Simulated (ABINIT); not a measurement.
# A GW chain in ABINIT: CdS (Hawleyite), part 2 of 3

Wanted: ground state, empty states, screening and self-energy for CdS (Hawleyite).

ABINIT 10.8.3; PBE and many-body steps on it, plane waves. Known limits of the many-body steps: short of the basis limit; no spin-orbit coupling; coarse k mesh.

So far. Step 2 (Ground state): The gap is direct, at Γ.

## (3) Bands along the symmetry lines

Level of this step: DFT, PBE, plane waves, norm-conserving pseudopotentials (ABINIT).

The cheap functional maps the bands first; the places of the edges decide which points the dearer methods must see.

The input, run.abi:

```
acell 3*1.0 Angstrom
rprim 
  -0.000000000000 2.916500000000 2.916500000000
  2.916500000000 0.000000000000 2.916500000000
  2.916500000000 2.916500000000 -0.000000000000
ntypat 2
znucl 48 16
natom 2
typat 1 2
xred 
  0.000000000000 0.000000000000 0.000000000000
  0.250000000000 0.250000000000 0.250000000000
pp_dirpath "pseudos"
pseudos "Cd.upf, S.upf"
ecut 47
iscf -2
irdden 1
kptopt 0
nkpt 50
kpt 
  0.00000000 0.00000000 0.00000000
  -0.06250000 -0.06250000 0.00000000
  -0.12500000 -0.12500000 0.00000000
  -0.18750000 -0.18750000 0.00000000
  -0.25000000 -0.25000000 0.00000000
  -0.31250000 -0.31250000 0.00000000
  -0.37500000 -0.37500000 0.00000000
  -0.43750000 -0.43750000 0.00000000
  -0.50000000 -0.50000000 0.00000000
  -0.48437500 -0.48437500 0.03125000
  -0.46875000 -0.46875000 0.06250000
  -0.45312500 -0.45312500 0.09375000
  -0.43750000 -0.43750000 0.12500000
  -0.42187500 -0.42187500 0.15625000
  -0.40625000 -0.40625000 0.18750000
  -0.39062500 -0.39062500 0.21875000
  -0.37500000 -0.37500000 0.25000000
  -0.37500000 0.00000000 0.37500000
  -0.32812500 0.00000000 0.32812500
  -0.28125000 0.00000000 0.28125000
  -0.23437500 0.00000000 0.23437500
  -0.18750000 0.00000000 0.18750000
  -0.14062500 0.00000000 0.14062500
  -0.09375000 0.00000000 0.09375000
  -0.04687500 0.00000000 0.04687500
  0.00000000 0.00000000 0.00000000
  0.00000000 0.00000000 0.06250000
  0.00000000 0.00000000 0.12500000
  0.00000000 0.00000000 0.18750000
  0.00000000 0.00000000 0.25000000
  0.00000000 0.00000000 0.31250000
  0.00000000 0.00000000 0.37500000
  0.00000000 0.00000000 0.43750000
  0.00000000 0.00000000 0.50000000
  -0.06250000 -0.03125000 0.46875000
  -0.12500000 -0.06250000 0.43750000
  -0.18750000 -0.09375000 0.40625000
  -0.25000000 -0.12500000 0.37500000
  -0.31250000 -0.15625000 0.34375000
  -0.37500000 -0.18750000 0.31250000
  -0.43750000 -0.21875000 0.28125000
  -0.50000000 -0.25000000 0.25000000
  -0.50000000 -0.28125000 0.21875000
  -0.50000000 -0.31250000 0.18750000
  -0.50000000 -0.34375000 0.15625000
  -0.50000000 -0.37500000 0.12500000
  -0.50000000 -0.40625000 0.09375000
  -0.50000000 -0.43750000 0.06250000
  -0.50000000 -0.46875000 0.03125000
  -0.50000000 -0.50000000 0.00000000
istwfk *1
nband 20
nbdbuf 2
tolwfr 1e-08
nstep 40
prtwf 0
prtvol 0
indata_prefix "in"
outdata_prefix "out"
tmpdata_prefix "tmp"
```

The run is started by

```sh
OMP_NUM_THREADS=1 mpirun -n 4 abinit run.abi > log
```

Log:

```text
.Version 10.8.3 of ABINIT. v10.8.2 released Aug 2026.

 Symmetries : space group F-4 3 m (#216); Bravais cF (face-center cubic)
[... echo of the input left out ...]
== DATASET  1 ==================================================================
-   mpi_nproc: 4, omp_nthreads: 1 (-1 if OMP is not activated)

--- !DatasetInfo
iteration_state: {dtset: 1, }
dimensions: {natom: 2, nkpt: 50, mband: 20, nsppol: 1, nspinor: 1, nspden: 1, mpw: 5180, }
cutoff_energies: {ecut:  47.0, pawecutdg:  -1.0, }
electrons: {nelect:   2.60000000E+01, charge:   0.00000000E+00, occopt:   1.00000000E+00, tsmear:   1.00000000E-02, }

 Real(R)+Recip(G) space primitive vectors, cartesian coordinates (Bohr,Bohr^-1):
 R(1)=  0.0000000  5.5113862  5.5113862  G(1)= -0.0907213  0.0907213  0.0907213
 R(2)=  5.5113862  0.0000000  5.5113862  G(2)=  0.0907213 -0.0907213  0.0907213
 R(3)=  5.5113862  5.5113862  0.0000000  G(3)=  0.0907213  0.0907213 -0.0907213
 Unit cell volume ucvol=  3.3482088E+02 bohr^3
 Angles (23,13,12)=  6.00000000E+01  6.00000000E+01  6.00000000E+01 degrees

 getcut: wavevector=  0.0000  0.0000  0.0000  ngfft=  50  50  50
         ecut(hartree)=     47.000   => boxcut(ratio)=   2.07948

--- Pseudopotential description ------------------------------------------------
- Cd Generated using ONCVPSP code by D. R. Hamann
- 48.00000  20.00000  171031                  znucl, zion, pspdat
12 -101130 2 -1 1368                          pspcod,pspxc,lmax,lloc,mmax
     nproj     2     2     2
  pspatm : epsatm=   23.16453630
         --- l  ekb(1:nproj) -->
             0   51.917189    3.534234
             1    8.636196    1.282240
             2    0.687672   -0.678465
 pspatm: atomic psp has been read  and splines computed

- S Generated using ONCVPSP code by D. R. Hamann
- 16.00000   6.00000  171031                  znucl, zion, pspdat
12 -101130 2 -1 1146                          pspcod,pspxc,lmax,lloc,mmax
     nproj     2     2     2
  pspatm : epsatm=    9.01821529
         --- l  ekb(1:nproj) -->
[...]
pspatm: atomic psp has been read  and splines computed

--------------------------------------------------------------------------------

================================================================================
 prteigrs : about to open file out_EIG
 Non-SCF case, kpt    1 (  0.00000  0.00000  0.00000), residuals and eigenvalues=
  2.71E-09  8.13E-10  6.41E-09  9.42E-09  9.50E-09  1.53E-09  2.58E-09  6.69E-09
  1.68E-09  7.04E-09  1.61E-09  3.16E-09  8.68E-09  4.34E-09  2.24E-09  2.33E-09
  3.32E-09  9.32E-09  1.44E-08  6.84E-09
 -3.5644E+00 -2.1335E+00 -2.1335E+00 -2.1335E+00 -2.9393E-01 -1.2336E-01
 -1.2336E-01 -1.2336E-01 -1.0576E-01 -1.0576E-01  1.6045E-01  1.6045E-01
  1.6045E-01  2.0252E-01  4.0047E-01  4.0047E-01  4.0047E-01  5.7871E-01
  5.7871E-01  5.8125E-01
 Non-SCF case, kpt    2 ( -0.06250 -0.06250  0.00000), residuals and eigenvalues=
[...]
8.63E-09  9.21E-09  5.08E-07  7.14E-09
[...]
5.7949E-01  5.9359E-01
 Non-SCF case, kpt    3 ( -0.12500 -0.12500  0.00000), residuals and eigenvalues=
[...]
9.82E-09  5.91E-09  7.00E-07  2.45E-05
[...]
5.8178E-01  6.2573E-01
[...]
Non-SCF case, kpt   49 ( -0.50000 -0.46875  0.03125), residuals and eigenvalues=
[...]
6.0945E-01  6.4764E-01
 Non-SCF case, kpt   50 ( -0.50000 -0.50000  0.00000), residuals and eigenvalues=
[...]
-1.1053E-01 -1.1053E-01 -1.0256E-01 -8.9412E-02  1.5419E-02  9.1543E-02
  9.1543E-02  2.9122E-01  3.2049E-01  4.9848E-01  5.5635E-01  5.5635E-01
  6.0497E-01  6.4777E-01

--- !ResultsGS
iteration_state: {dtset: 1, }
comment   : Summary of ground state results
lattice_vectors:
- [ -0.0000000,   5.5113862,   5.5113862, ]
- [  5.5113862,   0.0000000,   5.5113862, ]
- [  5.5113862,   5.5113862,  -0.0000000, ]
lattice_lengths: [   7.79428,    7.79428,    7.79428, ]
lattice_angles: [ 60.000,  60.000,  60.000, ] # degrees, (23, 13, 12)
lattice_volume:   3.3482088E+02
convergence: {deltae:  0.000E+00, res2:  0.000E+00, residm:  9.999E-09, diffor:  0.000E+00, }
etotal    :  -1.86417562E+02
entropy   :   0.00000000E+00
fermie    :   1.60449132E-01
cartesian_stress_tensor: null
pressure_GPa: null
xred      :
- [  0.0000E+00,   0.0000E+00,   0.0000E+00, Cd]
- [  2.5000E-01,   2.5000E-01,   2.5000E-01,  S]
cartesian_forces: null
force_length_stats: {min: null, max: null, mean: null, }

 Integrated electronic density in atomic spheres:
 ------------------------------------------------
 Atom  Sphere_radius  Integrated_density
[...]
================================================================================

 ----iterations are completed or convergence reached----

 Mean square residual over all n,k,spin=   49.830E-10; max=  99.989E-10
 reduced coordinates (array xred) for    2 atoms
       0.000000      0.000000      0.000000
       0.250000      0.250000      0.250000

 cartesian coordinates (angstrom) at end:
[...]
length scales=  1.889726  1.889726  1.889726 bohr
              =  1.000000  1.000000  1.000000 angstroms
 prteigrs : about to open file out_EIG
 Eigenvalues (hartree) for nkpt=  50  k points:
 kpt#   1, nband= 20, wtk=  1.00000, kpt=  0.0000  0.0000  0.0000 (reduced coord)
[...]
kpt#   2, nband= 20, wtk=  1.00000, kpt= -0.0625 -0.0625  0.0000 (reduced coord)
[...]
kpt#   3, nband= 20, wtk=  1.00000, kpt= -0.1250 -0.1250  0.0000 (reduced coord)
[...]
kpt#  49, nband= 20, wtk=  1.00000, kpt= -0.5000 -0.4687  0.0313 (reduced coord)
[...]
0.54874    0.55682    0.60945    0.64764
 kpt#  50, nband= 20, wtk=  1.00000, kpt= -0.5000 -0.5000  0.0000 (reduced coord)
  -3.56438   -2.13353   -2.13352   -2.13352   -0.27338   -0.11552   -0.11053   -0.11053
  -0.10256   -0.08941    0.01542    0.09154    0.09154    0.29122    0.32049    0.49848
   0.55635    0.55635    0.60497    0.64777

== END DATASET(S) ==============================================================
================================================================================

 -outvars: echo values of variables after computation  --------
            nband          20
             nkpt          50
          spgroup         216
 [... the other variables as echoed above ...]

 Calculation completed.
```

Wall time 6 min (4 MPI ranks of Intel Xeon at 2.80GHz (Skylake/Cascade Lake), shared host); peak memory 0.37 GiB; 3.8 min of CPU time.

Read from the output:

```yaml
gap: 1.145 eV
k_of_the_valence_top: 0, 0, 0
k_of_the_conduction_bottom: 0, 0, 0
least_direct_gap: 1.145 eV
```

The gap is 1.145 eV, as in the run before at this level.

The electronic bands at the labelled points (eV, zero at the top of the highest filled band):

| point | band 10 | band 11 | band 12 | band 13 | band 14 | band 15 | band 16 | band 17 |
| --- | --- | --- | --- | --- | --- | --- | --- | --- |
| Γ | -7.24 | 0.00 | 0.00 | 0.00 | 1.14 | 6.53 | 6.53 | 6.53 |
| halfway | -7.20 | -2.31 | -1.02 | -1.02 | 3.59 | 4.82 | 8.12 | 8.12 |
| X | -6.80 | -3.95 | -1.88 | -1.88 | 3.56 | 4.35 | 9.20 | 10.77 |
| halfway | -6.74 | -3.94 | -2.15 | -1.78 | 3.85 | 4.66 | 8.94 | 10.01 |
| U | -6.67 | -3.93 | -2.53 | -1.52 | 4.24 | 5.45 | 8.48 | 9.01 |
| jump to K | -6.67 | -3.93 | -2.53 | -1.52 | 4.24 | 5.45 | 8.48 | 9.01 |
| halfway | -7.19 | -2.75 | -1.36 | -0.42 | 3.61 | 6.10 | 6.75 | 7.27 |
| Γ | -7.24 | 0.00 | 0.00 | 0.00 | 1.14 | 6.53 | 6.53 | 6.53 |
| halfway | -7.24 | -2.49 | -0.40 | -0.40 | 2.78 | 6.28 | 7.03 | 7.03 |
| L | -6.86 | -4.39 | -0.75 | -0.75 | 3.01 | 7.00 | 7.00 | 7.46 |
| halfway | -6.75 | -4.11 | -1.93 | -1.22 | 4.38 | 5.81 | 7.21 | 8.35 |
| W | -6.61 | -3.89 | -2.26 | -2.18 | 5.42 | 5.43 | 7.23 | 8.04 |
| halfway | -6.70 | -3.92 | -2.08 | -2.03 | 4.26 | 4.83 | 8.67 | 8.94 |
| X | -6.80 | -3.95 | -1.88 | -1.88 | 3.56 | 4.35 | 9.20 | 10.77 |

## (4) Empty states on the mesh, 4×4×4 mesh, 62 bands

The sums over transitions need many empty states on a uniform mesh; this step solves for them.

The input, run.abi:

```
acell 3*1.0 Angstrom
rprim 
  -0.000000000000 2.916500000000 2.916500000000
  2.916500000000 0.000000000000 2.916500000000
  2.916500000000 2.916500000000 -0.000000000000
ntypat 2
znucl 48 16
natom 2
typat 1 2
xred 
  0.000000000000 0.000000000000 0.000000000000
  0.250000000000 0.250000000000 0.250000000000
pp_dirpath "pseudos"
pseudos "Cd.upf, S.upf"
ecut 47
ngkpt 4 4 4
nshiftk 1
shiftk 0 0 0
kptopt 1
chksymbreak 0
iscf -2
irdden 1
istwfk *1
nband 62
nbdbuf 4
tolwfr 1e-09
nstep 60
prtvol 0
indata_prefix "in"
outdata_prefix "out"
tmpdata_prefix "tmp"
```

Log:

```text
.Version 10.8.3 of ABINIT. v10.8.2 released Aug 2026.

 Symmetries : space group F-4 3 m (#216); Bravais cF (face-center cubic)
[... echo of the input left out ...]
== DATASET  1 ==================================================================
-   mpi_nproc: 4, omp_nthreads: 1 (-1 if OMP is not activated)

--- !DatasetInfo
iteration_state: {dtset: 1, }
dimensions: {natom: 2, nkpt: 8, mband: 62, nsppol: 1, nspinor: 1, nspden: 1, mpw: 5180, }
cutoff_energies: {ecut:  47.0, pawecutdg:  -1.0, }
electrons: {nelect:   2.60000000E+01, charge:   0.00000000E+00, occopt:   1.00000000E+00, tsmear:   1.00000000E-02, }

 Real(R)+Recip(G) space primitive vectors, cartesian coordinates (Bohr,Bohr^-1):
 R(1)=  0.0000000  5.5113862  5.5113862  G(1)= -0.0907213  0.0907213  0.0907213
 R(2)=  5.5113862  0.0000000  5.5113862  G(2)=  0.0907213 -0.0907213  0.0907213
 R(3)=  5.5113862  5.5113862  0.0000000  G(3)=  0.0907213  0.0907213 -0.0907213
 Unit cell volume ucvol=  3.3482088E+02 bohr^3
 Angles (23,13,12)=  6.00000000E+01  6.00000000E+01  6.00000000E+01 degrees

 getcut: wavevector=  0.0000  0.0000  0.0000  ngfft=  50  50  50
         ecut(hartree)=     47.000   => boxcut(ratio)=   2.07948

--- Pseudopotential description ------------------------------------------------
- Cd Generated using ONCVPSP code by D. R. Hamann
- 48.00000  20.00000  171031                  znucl, zion, pspdat
12 -101130 2 -1 1368                          pspcod,pspxc,lmax,lloc,mmax
     nproj     2     2     2
  pspatm : epsatm=   23.16453630
         --- l  ekb(1:nproj) -->
             0   51.917189    3.534234
             1    8.636196    1.282240
             2    0.687672   -0.678465
 pspatm: atomic psp has been read  and splines computed

- S Generated using ONCVPSP code by D. R. Hamann
- 16.00000   6.00000  171031                  znucl, zion, pspdat
12 -101130 2 -1 1146                          pspcod,pspxc,lmax,lloc,mmax
     nproj     2     2     2
  pspatm : epsatm=    9.01821529
         --- l  ekb(1:nproj) -->
[...]
pspatm: atomic psp has been read  and splines computed

--------------------------------------------------------------------------------

================================================================================
 prteigrs : about to open file out_EIG
 Non-SCF case, kpt    1 (  0.00000  0.00000  0.00000), residuals and eigenvalues=
  2.36E-10  5.53E-10  6.51E-10  5.98E-10  7.21E-10  1.67E-10  5.67E-10  9.89E-10
  4.90E-10  3.13E-10  1.04E-10  1.78E-10  5.95E-10  4.92E-10  2.81E-10  5.35E-10
  8.68E-10  3.56E-10  8.06E-10  8.80E-10  2.33E-10  3.88E-10  7.72E-10  4.61E-10
[...]
9.89E-10  6.19E-10  1.44E-06  3.33E-06  7.40E-08  1.31E-04
 -3.5644E+00 -2.1335E+00 -2.1335E+00 -2.1335E+00 -2.9393E-01 -1.2336E-01
 -1.2336E-01 -1.2336E-01 -1.0576E-01 -1.0576E-01  1.6045E-01  1.6045E-01
[...]
1.7456E+00  1.7456E+00  1.7456E+00  1.8469E+00  1.9188E+00  1.9188E+00
  1.9208E+00  1.9794E+00
 prteigrs : prtvol=0 or 1, do not print more k-points.

--- !ResultsGS
iteration_state: {dtset: 1, }
comment   : Summary of ground state results
lattice_vectors:
- [ -0.0000000,   5.5113862,   5.5113862, ]
- [  5.5113862,   0.0000000,   5.5113862, ]
- [  5.5113862,   5.5113862,  -0.0000000, ]
lattice_lengths: [   7.79428,    7.79428,    7.79428, ]
lattice_angles: [ 60.000,  60.000,  60.000, ] # degrees, (23, 13, 12)
lattice_volume:   3.3482088E+02
convergence: {deltae:  0.000E+00, res2:  0.000E+00, residm:  9.989E-10, diffor:  0.000E+00, }
etotal    :  -1.86417562E+02
entropy   :   0.00000000E+00
fermie    :   1.60449132E-01
cartesian_stress_tensor: null
pressure_GPa: null
xred      :
- [  0.0000E+00,   0.0000E+00,   0.0000E+00, Cd]
- [  2.5000E-01,   2.5000E-01,   2.5000E-01,  S]
cartesian_forces: null
force_length_stats: {min: null, max: null, mean: null, }

 Integrated electronic density in atomic spheres:
 ------------------------------------------------
 Atom  Sphere_radius  Integrated_density
[...]
================================================================================

 ----iterations are completed or convergence reached----

 Mean square residual over all n,k,spin=   48.416E-11; max=  99.885E-11
 reduced coordinates (array xred) for    2 atoms
       0.000000      0.000000      0.000000
       0.250000      0.250000      0.250000

 cartesian coordinates (angstrom) at end:
    1      0.000000     0.000000     0.000000
    2      1.458250     1.458250     1.458250
 length scales=  1.889726  1.889726  1.889726 bohr
              =  1.000000  1.000000  1.000000 angstroms
 prteigrs : about to open file out_EIG
 Eigenvalues (hartree) for nkpt=   8  k points:
 kpt#   1, nband= 62, wtk=  0.01563, kpt=  0.0000  0.0000  0.0000 (reduced coord)
[...]
1.49870    1.51317    1.61064    1.61064    1.61064    1.64280    1.64280    1.64280
   1.66692    1.66692    1.66692    1.71571    1.71571    1.71571    1.74556    1.74556
   1.74556    1.84690    1.91882    1.91883    1.92085    1.97942
 prteigrs : prtvol=0 or 1, do not print more k-points.

== END DATASET(S) ==============================================================
================================================================================

 -outvars: echo values of variables after computation  --------
            nband          62
             nkpt           8
          spgroup         216
 [... the other variables as echoed above ...]

 Calculation completed.
```

It took 41 s on 4 MPI ranks; peak memory 0.35 GiB; 2.3 min of CPU time.

Read from the output:

| Property | Result |
| --- | --- |
| gap | 1.145 eV |
| k of the valence top | 0, 0, 0 |
| k of the conduction bottom | 0, 0, 0 |
| least direct gap | 1.145 eV |
| k points computed | 8 |
| lowest point of the top converged band, above the valence top | 45.89 eV |

On this mesh the gap is 1.145 eV.

## (5) Screening, 4×4×4 mesh, 58 bands, screening to 106.1 eV

The RPA dielectric matrix is built and inverted for each q.

This step: RPA screening on PBE, plane waves, norm-conserving pseudopotentials.

run.abi: that of step 4 with these lines changed.

```diff
@@ -20,10 +20,11 @@
 chksymbreak 0
-iscf -2
-irdden 1
 istwfk *1
-nband 62
-nbdbuf 4
-tolwfr 1e-09
-nstep 60
-prtvol 0
+occopt 1
+irdwfk 1
+optdriver 3
+nband 58
+ecuteps 3.9
+inclvkb 2
+awtr 1
+symchi 1
 indata_prefix "in"
```

Log:

```text
.Version 10.8.3 of ABINIT. v10.8.2 released Aug 2026.

 Symmetries : space group F-4 3 m (#216); Bravais cF (face-center cubic)
[... echo of the input left out ...]
== DATASET  1 ==================================================================
-   mpi_nproc: 4, omp_nthreads: 1 (-1 if OMP is not activated)

--- !DatasetInfo
iteration_state: {dtset: 1, }
dimensions: {natom: 2, nkpt: 8, mband: 58, nsppol: 1, nspinor: 1, nspden: 1, mpw: 5180, }
cutoff_energies: {ecut:  47.0, pawecutdg:  -1.0, }
electrons: {nelect:   2.60000000E+01, charge:   0.00000000E+00, occopt:   1.00000000E+00, tsmear:   1.00000000E-02, }

 SCREENING: Calculation of the susceptibility and dielectric matrices

 Based on a program developped by R.W. Godby, V. Olevano, G. Onida, and L. Reining.
 Incorporated in ABINIT by V. Olevano, G.-M. Rignanese, and M. Torrent.
.Using double precision arithmetic ; gwpc =  8

[... cell and pseudopotentials left out ...]
--------------------------------------------------------------------------------

 ==== K-mesh for the wavefunctions ====
 Number of points in the irreducible wedge :     8
[... list of points left out ...]
 Together with 24 symmetry operations and time-reversal symmetry
 yields    64 points in the full Brillouin Zone.

 ==== Q-mesh for the screening function ====
 Number of points in the irreducible wedge :     8
[... list of points left out ...]
 Together with 24 symmetry operations and time-reversal symmetry
 yields    64 points in the full Brillouin Zone.

 setmesh: FFT mesh size selected  =    32x   32x   32
          total number of points  =        32768

 vcoul_init : cutoff-mode = AUXILIARY_FUNCTION
 q-points for optical limit:   1
     1)      0.000010    0.000020    0.000030

- screening: taking advantage of time-reversal symmetry
- Maximum band index for partially occupied states nbvw = 13
- Remaining bands to be divided among processors   nbcw = 45
- Number of bands treated by each node ~11

 Number of electrons calculated from density =   26.0000; Expected =   26.0000
 average of density, n =  0.077653
 r_s =    1.4541
 omega_plasma =   26.8804 [eV]

 calculating chi0 at frequencies [eV] :
  1    0.000000E+00    0.000000E+00
  2    0.000000E+00    2.688042E+01

--------------------------------------------------------------------------------
  q-point number  1        q = ( 0.000000, 0.000000, 0.000000) [r.l.u.]
--------------------------------------------------------------------------------
[... chi0 elements left out ...]
 For q-point:  0.000010 0.000020 0.000030
  dielectric constant =  11.0517
  dielectric constant without local fields =  11.7482

  Average fulfillment of the sum rule on Im[epsilon] for q-point    1 :     42.27  [%]
[... wings left out ...]
  q-point number  2        q = ( 0.250000, 0.000000, 0.000000) [r.l.u.]
--------------------------------------------------------------------------------
[... chi0 elements left out ...]
  Average fulfillment of the sum rule on Im[epsilon] for q-point    2 :     57.22  [%]

 [... 6 further q-points ...]
```

Run time: 80 s. Hardware: 4 MPI ranks; peak memory 0.84 GiB.

Read from the output:

- ε∞ with local fields, on this mesh: 11.05
- ε∞ without local fields, on this mesh: 11.75
- plasma frequency: 26.88 eV
- plane waves in the screening matrix: 137

Local fields lower ε∞ by 6 %. On a Γ-centred mesh this coarse the value itself is usually too large, while a short band sum pulls it down.

(Continued in part 3 of 3.)

[Long decimals in the printed logs are rounded to 6 places.]

[Logs are printed without paths, hosts, clocks, repeated set-up lines and the standing remarks that a program may print on its own settings, such as how far it seeks lower states.]

[Paths, hosts, dates, memory and timing lines, banners, echoed tables and standing remarks are left out of the program output; an Ansatz launch command may be rebuilt from the run's recorded settings. Measured values are a selection of at most five: reports struck by readers or far from the other reports are left out. None is set beside runs whose start may be inverted or whose files or cutoffs have a known fault.]

[Runs of the session that timed out or met a known fault of the program may be left out.]

[Hosts, paths, dates, database ids (printed as entryN), source tags and the programs' standing remarks are cut or masked in the printed files.]

[G0W0 gaps are taken among the corrected bands and points alone; a level outside them can change the order at an edge.]

[Where Ansatz stands beside ABINIT at settings called matched, ABINIT's density can come from a denser mesh and the files from another edition; pairs whose starting gaps differed by over 0.03 eV were left out, so agreement reads better than it is.]
